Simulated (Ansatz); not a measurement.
An input for Ansatz 0.2.0 (Zn3SbN3 (Cm)):

```yaml
crystal:
  lattice:
    - [3.3938895471, -3.283248115, 0.0]
    - [3.3938895471, 3.283248115, 0.0]
    - [-3.2155964401, 0.0, 4.5561292986]
  atoms:
    - { symbol: Zn, position: [0.64265811, 0.64265811, 0.11808447] }
    - { symbol: Zn, position: [0.75601403, 0.31486041, 0.51982585] }
    - { symbol: Zn, position: [0.31486041, 0.75601403, 0.51982585] }
    - { symbol: Sb, position: [0.06050886, 0.06050886, 0.00241463] }
    - { symbol: "N", position: [0.41103526, 0.94206134, 0.29988336] }
    - { symbol: "N", position: [0.94206134, 0.41103526, 0.29988336] }
    - { symbol: "N", position: [0.698722, 0.698722, 0.81219049] }
kpoints:
  mp_grid: { grid: [6, 6, 6] }
hamiltonian:
  xc: pbe
  pseudopotentials: { kind: paw, azcp: { folder: soft_1 } }
scf:
  occupations: { method: fixed }
  n_extra_bands: 37
output:
  optics: { e_range: [0, 15], de: 0.05, sigma: 0.15, scissors: 0.702 }
```

```sh
ansatz run input.yaml --threads 2 --pin off --max-ram 92160MiB --backend cuda --events-out ev --progress --plain --runs-dir out --devices 1 --max-vram 13GiB
```

**Question.** How long will it take on 1 × NVIDIA H100 80GB HBM3 (shared by 6 runs) with 2 threads of AMD EPYC 7R13 (Zen 3), shared host, and how much memory?

It took 62 s; on shared hardware allow 31 s to 2.1 min. Peak host memory was 2.4 GiB.

[Paths, hosts, dates, memory and timing lines, banners, echoed tables and standing remarks are left out of the program output.]

[Logs are printed without paths, hosts, clocks, repeated set-up lines and the standing remarks that a program may print on its own settings, such as how far it seeks lower states.]

[Runs of the session that timed out or met a known fault of the program may be left out.]

[Cells called generated may have been cut or substituted from an entry of the Crystallography Open Database or the Materials Project.]

[Hosts, paths, dates, database ids (printed as entryN), source tags and the programs' standing remarks are cut or masked in the printed files.]
